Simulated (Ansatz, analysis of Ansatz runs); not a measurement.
# Moving an added hole between Br sites in LuBrO (P4/nmm), part 2 of 2

Question: does an added hole stay on the Br atom where it is started in LuBrO (P4/nmm), and if so, how high is the barrier for a hop to another Br site nearby? Model: a cell of 54 host atoms.

Ansatz 0.2.0; plane-wave PAW DFT, PBEsol+U; relaxation of all atoms of a supercell at fixed charge in a uniform background; PAW set soft_1.

So far. Step 2 (The cell without the carrier): The largest displacement from an ideal site is 0.021 Å. Step 3 (The hole on the first site): The largest changes of the moments are 0.87 μB on Br46, 0.01 μB on Br10 and 0.01 μB on Br28. The largest part sits on the chosen site.

In doubt: warnings of the run leave room for a lower electronic state (Ansatz), so energies may not be the lowest and differences between runs may mislead.

## 4. The hole on the second site

The same start is made on the second site, to get the end of the hop.

B.relax/input.yaml

```yaml
crystal:
  lattice:
    - [11.18182404, 0.0, 0.0]
    - [0.0, 11.18182404, 0.0]
    - [0.0, 0.0, 8.54164716]
  atoms:
    - { symbol: Lu, position: [0.000428, 0.166733, 0.370315] }
    - { symbol: Lu, position: [0.167123, 7.6e-05, 0.629134] }
[... 23 atom lines left out ...]
    - { symbol: Lu, position: [0.513785, 0.320049, 0.613414] }
[... 1 atom line left out ...]
    - { symbol: Br, position: [0.333186, 0.500006, 0.822796], spin: 1.0 }
[... 1 atom line left out ...]
    - { symbol: O, position: [0.512982, 0.499996, 0.475378] }
[... 1 atom line left out ...]
    - { symbol: Lu, position: [0.513851, 0.680193, 0.613334] }
    - { symbol: Br, position: [0.500505, 0.666323, 0.176495] }
[... 12 atom lines left out ...]
    - { symbol: Br, position: [0.666868, 0.499902, 0.822668] }
[... 7 atom lines left out ...]
    - { symbol: O, position: [0.83365, 0.833374, 0.499553] }
total_charge: 1
basis:
  ecutwfc: 420
  xc_grid: 2
hamiltonian:
  xc: pbesol
  hubbard:
    sites: [{ species: Br, l: p, u_eff: 8.0 }]
    projectors: ortho-atomic
  pseudopotentials: { kind: paw, azcp: { folder: soft_1 }, xc_functional: pbe }
kpoints:
  mp_grid: { grid: [1, 1, 1] }
magnetization:
  spin_polarized: true
  initial_magnetization: 1
  spin_locking: { lock_magnetization: hard }
scf:
  occupations: { method: fermi_dirac, width: 0.01 }
  max_iter: 120
  lower_state_search: "off"
output:
  forces: true
relax:
  f_tol: 0.015
  max_steps: 70
  escape_saddle: false
checkpoint:
  write: "../B.relax.run"
  compress: false
  write_wavefunctions: true
  write_every: 100000
```

Run with:

```sh
$ ansatz run input.yaml --threads 8 --pin off --max-ram 17899MiB --backend cpu --events-out ev --progress --plain --runs-dir out
```

Numbers of over 12 decimals in the logs are rounded to 6 here.

The program printed:

```text
[...]
Crystal: 54 atoms, lattice volume = 1067.989 Å³
Basis set: ecut = 420 eV, 20889 PW (Γ), exchange–correlation on 150×150×120 points (8 copies of the dense FFT grid, shifted against one another)
Bands: 411, of which v1, the nominal top of the filled ones, is band 342 counted from 1 (341 counted from 0)
Symmetry: 1 space group operations
[...]
k-points: 1
[...]
Starting moments: Σ|m| = 1 μB on 1 of 54 sites
[...]
SCF iter   1: F=—  HF=-322481.653252 eV  |F-HF|=—  |Δ(HF+E_count)|=         —  Δρ=3.96e-2 (↑3.94e-2 ↓3.96e-2)  dr2=1.16e2  dr2_m=1.99e-2  M=1.000 μB ∫|m|=1.365 μB  β_m=0.30  ethr=3.10e-3  ⟨swp⟩=6.0  Hψ=3471  notcnv=0  defer=49
[...]
Occupation matrices written to <dir>
--- Relaxed structure (7 steps of the walk, 7 accepted, 0 SCFs on fresh bases) ---
  F+E_penalty+E_count = -322452.17768305 eV   max|allowed force component| = 1.225e-2 eV/Å
  atoms:
    - { symbol: Lu, position: [-0.001022, 0.165245, 0.360375] }
    - { symbol: Lu, position: [0.165644, 0.000169, 0.622850] }
    [... 23 atoms left out ...]
    - { symbol: Lu, position: [0.504475, 0.328154, 0.622400] }
    - { symbol: Br, position: [0.500526, 0.333865, 0.176962] }
    - { symbol: Br, position: [0.333582, 0.500078, 0.903419] }
    - { symbol: O, position: [0.333682, 0.333172, 0.502733] }
    - { symbol: O, position: [0.500048, 0.500088, 0.503934] }
    [... 1 atom left out ...]
    - { symbol: Lu, position: [0.504913, 0.672442, 0.621071] }
    - { symbol: Br, position: [0.499708, 0.665573, 0.175884] }
    [... 12 atoms left out ...]
    - { symbol: Br, position: [0.651759, 0.501048, 0.823404] }
    - { symbol: O, position: [0.668313, 0.332210, 0.493849] }
    [... 5 atoms left out ...]
    - { symbol: O, position: [0.668435, 0.668061, 0.492555] }
    [... 1 atom left out ...]
[key lines of the parts left out:]
SCF converged after 26 iterations
Magnetization: 1.0000 μB (342.0000 up, 341.0000 down)
Free energy (F): -322452.177683 eV
Fermi energy:    8.412119 (↑ 9.316498, ↓ 8.408733) eV
```

The job ended after 4.8 min (8 threads of Arm Neoverse V2, shared host; peak memory 2.7 GiB).

Distances from Br28 without and with the hole:

```
atom  without (Å)  with (Å)
Lu14         3.11      3.62
 Lu8         3.11      3.63
Lu26         3.12      3.62
Lu32         3.12      3.63
 O12         3.33      3.89
 O35         3.33      3.90
 O29         3.33      3.90
 O30         3.33      3.89
 Br9         4.01      3.50
Br33         4.01      3.51
```

The largest changes of the moments are 0.87 μB on Br28, 0.01 μB on Br46 and 0.01 μB on Br10. The largest part sits on the chosen site.

## 5. Points on the line between the two structures

All atoms move on the straight line between the two relaxed structures, 9.99 amu^1/2 Å long in mass-weighted terms. Each point starts from the state of the point before, once from either end, so that both localised states can be followed; the midpoint is also started with the carrier shared.

A.x0500/input.yaml

```yaml
crystal:
  lattice:
    - [11.18182404, 0.0, 0.0]
    - [0.0, 11.18182404, 0.0]
    - [0.0, 0.0, 8.54164716]
  atoms:
    - { symbol: Lu, position: [0.000334, 0.165269, 0.360451] }
    - { symbol: Lu, position: [0.166339, 0.000122, 0.622702] }
[... 23 atom lines left out ...]
    - { symbol: Lu, position: [0.500343, 0.328109, 0.622279] }
[... 1 atom line left out ...]
    - { symbol: Br, position: [0.341369, 0.500414, 0.863479] }
[... 1 atom line left out ...]
    - { symbol: O, position: [0.500364, 0.500084, 0.503927] }
[... 1 atom line left out ...]
    - { symbol: Lu, position: [0.500424, 0.672407, 0.621177] }
    - { symbol: Br, position: [0.500269, 0.665644, 0.175984] }
[... 12 atom lines left out ...]
    - { symbol: Br, position: [0.659336, 0.500556, 0.863306], spin: 1.0 }
[... 7 atom lines left out ...]
    - { symbol: O, position: [0.834204, 0.834391, 0.492034] }
total_charge: 1
basis:
  ecutwfc: 420
  xc_grid: 2
hamiltonian:
  xc: pbesol
  hubbard:
    sites: [{ species: Br, l: p, u_eff: 8.0 }]
    projectors: ortho-atomic
  pseudopotentials: { kind: paw, azcp: { folder: soft_1 }, xc_functional: pbe }
kpoints:
  mp_grid: { grid: [1, 1, 1] }
magnetization:
  spin_polarized: true
  initial_magnetization: 1
  spin_locking: { lock_magnetization: hard }
scf:
  occupations: { method: fermi_dirac, width: 0.01 }
  max_iter: 120
  lower_state_search: "off"
output:
  forces: true
  eigenvalues: true
  eigenstates: { localisation: true }
  write_density: true
  write_potential: true
  volumetric_format: npy
checkpoint:
  read: "../A.x0375.run"
  write: "../A.x0500.run"
  compress: false
  write_wavefunctions: true
  write_every: 100000
```

The program printed:

```text
[...]
Warning: checkpoint.read: the run can stay near the saved state's solution: 54 site(s) moved relative to the saved geometry (max |Δs| = 9.985e-3 fractional); [...]
[...]
Crystal: 54 atoms, lattice volume = 1067.989 Å³
Basis set: ecut = 420 eV, 20889 PW (Γ), exchange–correlation on 150×150×120 points (8 copies of the dense FFT grid, shifted against one another)
Bands: 411, of which v1, the nominal top of the filled ones, is band 342 counted from 1 (341 counted from 0)
Symmetry: 1 space group operations
[...]
k-points: 1
[...]
Starting moments: Σ|m| = 1 μB on 1 of 54 sites; this step starts from the density that it was given
[...]
SCF iter   1: F=—  HF=-322451.726186 eV  |F-HF|=—  |Δ(HF+E_count)|=         —  Δρ=1.40e-3 (↑7.46e-4 ↓1.40e-3)  dr2=3.35e-2  dr2_m=3.94e-3  M=1.000 μB ∫|m|=1.090 μB  β_m=0.30  ethr=5.17e-6  ⟨swp⟩=5.0  Hψ=6330  notcnv=0
[...]
spin=Collinear: Resta preconditioning applied to the charge; magnetization (m = ρ↑ − ρ↓) channel mixes plain (no charge-response kernel on spin).
SCF iter   2: F=—  HF=-322451.724372 eV  |F-HF|=—  |Δ(HF+E_count)|=   1.81e-3  Δρ=9.98e-4 (↑4.79e-4 ↓9.98e-4)  dr2=1.58e-2  dr2_m=2.21e-3  M=1.000 μB ∫|m|=1.090 μB  β_m=0.59  ethr=4.91e-6  ⟨swp⟩=6.0  Hψ=1869  notcnv=0
[...]
SCF iter  24: F=-322451.723806 eV  HF=-322451.723806 eV  |F-HF|=2.44e-9  |Δ(HF+E_count)|=   4.26e-7  Δρ=6.69e-7 (↑5.12e-7 ↓6.69e-7)  dr2=1.09e-8  dr2_m=4.72e-10  M=1.000 μB ∫|m|=1.091 μB  ethr=1.53e-12  ⟨swp⟩=8.0  Hψ=8099  notcnv=0
SCF 1 converged in 24 iterations: F = -322451.723806 eV  dr2 = 1.09e-8
[...]
SCF converged after 24 iterations
[...]
Magnetization: 1.0000 μB (342.0000 up, 341.0000 down)
Absolute magnetization: 1.0787 μB (∫|ρ↑−ρ↓|, with the PAW one-centre terms)
[...]
Per-site moments (μB) at R_I (Å): [(1.1905102216385994e-5, 0.892510), (5.921467980772985e-6, 0.892148), (5.18182652529509e-5, 1.277302), [... 51 left out ...]
Free energy (F): -322451.723806 eV
[...]
Internal energy: -322451.723806 eV  (E = F + TS)
E sigma→0 (E₀):  -322451.723806 eV
Fermi energy:    7.892770 (↑ 9.332057, ↓ 7.889560) eV
[...]
--- Forces (eV/Å), atoms counted from 1 ---
  atom   1  Lu     0.17602687     0.01862601    -0.02589765
  atom   2  Lu     0.09348614     0.00146063     0.04559219
  [... 23 atoms left out ...]
  atom  26  Lu    -0.70231983    -0.11466457     0.01781533
  atom  27  Br     0.11923280     0.01384482     0.00642124
  atom  28  Br     0.37744624    -0.00051417    -1.01905720
  atom  29  O      0.14460257    -0.04782780    -0.04803205
  atom  30  O      0.27833350    -0.00128540     0.22743798
  [... 1 atom left out ...]
  atom  32  Lu    -0.71000483     0.10272781     0.04651543
  atom  33  Br     0.12461257    -0.00288744     0.02762101
  [... 1 atom left out ...]
  atom  35  O      0.13774368     0.04862285    -0.04349361
  [... 10 atoms left out ...]
  atom  46  Br    -0.00297020    -0.01103760     0.71116570
  atom  47  O      0.07050561     0.11391419     0.15660460
  [... 7 atoms left out ...]
  max |Σ_I F_I| component: 4.16e-5 eV/Å
--- Band table (eV) ---
[...]
Occupation matrices written to <dir>
```

Elapsed: 60 s, on 8 threads; peak memory 2.6 GiB.

Reading the cycles: dr2 is the Hartree energy of the density residual (eV), the measure of convergence; HF is the Harris–Foulkes estimate of the energy, which meets the free energy F at convergence.

From eigenstates.tsv, first k-point; energies on the run's zero. The participation number counts the atoms that a state is spread over, of 54; bands count from 0.

```
spin  band  energy (eV)  occupation  participation  largest share on  share
down   335        6.633        1.00           26.9               O23   0.08
down   336        6.640        1.00           26.9               O23   0.09
down   337        6.708        1.00           21.9                O5   0.09
down   338        6.716        1.00           21.5               O12   0.10
down   339        6.718        1.00           23.8               O12   0.07
down   340        6.734        1.00           22.0                O5   0.09
down   341        9.042        0.00            1.7              Br46   0.77
down   342       11.984        0.00           25.0              Br46   0.09
down   343       12.116        0.00           21.3              Lu43   0.16
down   344       12.238        0.00           14.5              Lu50   0.14
down   345       12.361        0.00           27.8              Lu25   0.08
  up   336        6.638        1.00           26.9               O23   0.08
  up   337        6.639        1.00           26.7               O23   0.09
  up   338        6.707        1.00           22.0                O5   0.09
  up   339        6.715        1.00           21.5               O12   0.10
  up   340        6.717        1.00           23.5               O12   0.07
  up   341        6.733        1.00           21.7                O5   0.09
  up   342       11.928        0.00           22.5              Br46   0.10
  up   343       12.108        0.00           22.7              Lu43   0.15
  up   344       12.200        0.00           14.1              Lu50   0.15
  up   345       12.357        0.00           28.5              Lu49   0.08
  up   346       12.415        0.00           31.5              Lu37   0.08
```

Under PBEsol+U (8 eV) at the zone centre alone, the highest filled state is spin down, spread over 22 of 54 atoms, and the lowest empty one, 2.31 eV above it, is spin down, spread over 2 of 54 atoms.

The largest moments in the atoms' spheres: Br46 0.83, Br28 0.03, Br10 0.02, O48 0.00, O30 0.00, O42 0.00 μB.

Spin density in the ac plane at fractional y = 0.500, through the centre, with atoms of Lu and Br and O within 0.45 Å of it.

Ten even steps from '0' (-0.02 e/Å³) to '9' (0.39 e/Å³), each cell a mean:
```
0000000000000000012100110000000
0000000000000000125502531000000
0000000000000000149804962000000
0000000000000000138704962000000
0000000000000000124303531000000
0000000000000000011101111000000
0000000000000000000000000000000
0000000000000000000000000000000
0000000000000000000000000000000
0000000000000000000000000000000
0000000000000000000000000000000
0000000000000000000000000000000
0000000000000000000000000000000
0000000000000000000000000000000
0000000000000000000000000000000
0000000000000000000000000000000
0000000000000000000000000000000
0000000000000000000000000000000
0000000000000000000000000000000
0000000000000000000000000000000
0000000000000000000000000000000
0000000000000000000000000000000
0000000000000000000000000000000
```
Columns run along a (11.2 Å), rows up along c (8.5 Å). Atoms in or near the plane, at fractional coordinates: Lu at (0.00, 0.37), Br at (0.00, 0.82), O at (0.17, 0.50), Lu at (0.33, 0.37), Br at (0.34, 0.86), O at (0.50, 0.50), Lu at (0.67, 0.37), Br at (0.66, 0.86), O at (0.83, 0.50).

Electrostatic potential energy in the ac plane at fractional y = 0.500, through the centre, with atoms of Lu and Br and O within 0.45 Å of it. With pseudopotentials it is smooth inside the atoms' cores, unlike the true potential.

Values in eV, 12 rows by 16 columns, each cell a mean:
```
  5  13  15  15   4 -20  -2  14  13   2 -23  -8  11  14  14   7
-43   1  14  14 -15 -56 -27  11  11 -16 -58 -38   7  13   8 -32
-42   1  13  13   3 -20  -3  12  11   1 -23 -10   9  12   8 -32
  5  11  12  12  13  12  12  12  11  10  10  10  10  11  11   7
 12  12   9  10  12  12  12  10   8  11  11  11  11   7  12  12
  7   7 -28 -14   9   6   8 -16 -27   6   6   7  -3 -31  -1   8
-31  -1 -15  -7 -12 -37 -10  -7 -14  -2 -34 -23  -2 -18  -1 -22
-58 -12  10   7 -33 -60 -31   7   9 -13 -60 -49   1  10  -1 -49
-24   1  11   9  -7 -26  -5   9  11   1 -23 -15   7  11   6 -17
  8  11  13  13  10   8  10  13  13  11   8   8  12  13  12   8
 14  14  15  15  14  14  14  15  15  14  13  13  14  15  14  14
 15  15  15  15  15  14  15  15  15  13  12  12  14  15  15  15
```
Columns run along a (11.2 Å; values clipped at the 3rd and 97th percentile), rows up along c (8.5 Å). Atoms in or near the plane, at fractional coordinates: Lu at (0.00, 0.37), Br at (0.00, 0.82), O at (0.17, 0.50), Lu at (0.33, 0.37), Br at (0.34, 0.86), O at (0.50, 0.50), Lu at (0.67, 0.37), Br at (0.66, 0.86), O at (0.83, 0.50).

Valence density in the ac plane at fractional y = 0.500, through the centre, with atoms of Lu and Br and O within 0.45 Å of it. It is the smooth field of the valence electrons, not physical close to the nuclei.

Ten steps, logarithmic in the rise over the least value, from '_' (0 e/Å³) to '@' (41 e/Å³), each cell a mean:
```
..______________....::::..__________....::::..______________..
::::..__________..::::::::..________..::::::::..__________..::
::::::..______..::::__..::::______..::::__..::..________..::::
__::::..______..::::....::::______..::::....::..________..::..
..::::..________..::::::::..________..::::::::..________..::::
::::..__________....::....__________....::....__________..::::
......____________________________________________________....
______________________________________________________________
________......________________....________________....________
______..----::..__________..::----::____________::----::..____
____..::++**==::__________::==++++--..________..--++++==..____
......--++**++::....::....::==**++--....::::....--++**==::....
++==::::--==--::::==**++::::--====::::--++++--::::====--..::++
@@##--....::....==##@@%%==..........::**@@%%**::........::++%%
@@##==..______..==%%@@%%++..________--**@@@@**--________::++@@
##++::__________--++##**--..________::==####==..________..==**
--::..__________..::--::..____________::----..____________..--
______________________________________________________________
______________________________________________________________
______________________________________________________________
______________________________________________________________
______________________________________________________________
______________________________________________________________
```
Columns run along a (11.2 Å), rows up along c (8.5 Å). Atoms in or near the plane, at fractional coordinates: Lu at (0.00, 0.37), Br at (0.00, 0.82), O at (0.17, 0.50), Lu at (0.33, 0.37), Br at (0.34, 0.86), O at (0.50, 0.50), Lu at (0.67, 0.37), Br at (0.66, 0.86), O at (0.83, 0.50).

Free energies from the first end:

```
started from  fraction  energy (eV)  moment change on Br46 (μB)  on Br28 (μB)
  first site         0        0.000                        0.87          0.01
  first site     0.125        0.031                        0.88          0.02
  first site      0.25        0.120                        0.86          0.02
  first site     0.375        0.262                        0.85          0.03
  first site       0.5        0.454                        0.83          0.04
  first site     0.625        0.692                        0.81          0.04
 second site     0.875        0.031                        0.02          0.88
 second site      0.75        0.119                        0.02          0.86
 second site     0.625        0.261                        0.03          0.85
 second site       0.5        0.452                        0.03          0.83
 second site     0.375        0.689                        0.04          0.81
      shared       0.5        0.869                        0.46          0.46
 second site         1        0.000                        0.01          0.87
```

## 6. Summary of results

| Item | Value |
| --- | --- |
| barrier forward | 0.45 eV |
| barrier backward | 0.45 eV |
| distance of the two sites without the carrier | 3.73 Å |
| carrier at the midpoint | on one site |

In words: On this line the hole must cross 0.45 eV to hop 3.73 Å; both ends have the same energy within 0.005 eV. At the midpoint the lowest state found keeps the carrier on one site, so the two localised curves cross in a cusp. This suggests weak coupling and a hop slower than the barrier alone implies, though U itself penalises the shared state. With an assumed attempt frequency of 1e13 per second the rate at 300 K would be 3e+05 per second for this barrier, if every crossing succeeded. A straight line need not be the lowest path, so the true barrier at this U can be lower, or higher if the ends can still break their symmetry. No run compares the localised hole with one spread in the band, so its binding is unknown and the barrier may exceed it. Holes in halides commonly bind two halogen atoms into a pair. A U on single atoms favours the one-atom state followed here, and no pair was tried, so these numbers may not belong to the actual polaron. The program's search for lower electronic states was switched off in all runs, so that each state is followed; none is shown to be the lowest at its structure. No image-charge correction is applied; it nearly cancels along the line while the charge stays localised. Limits: sampling at the zone centre alone can move energies of charged and open-shell states by tenths of an eV or more in cells of this size; the images are only 8.5 Å apart; gap and trapping depend on the U chosen (Br p 8.0 eV); spin–orbit coupling, which can matter with heavy atoms, is left out.

[Logs are printed without paths, hosts, clocks, repeated set-up lines and the standing remarks that a program may print on its own settings, such as how far it seeks lower states.]

[Hosts, paths, dates, database ids (printed as entryN), source tags and the programs' standing remarks are cut or masked in the printed files.]
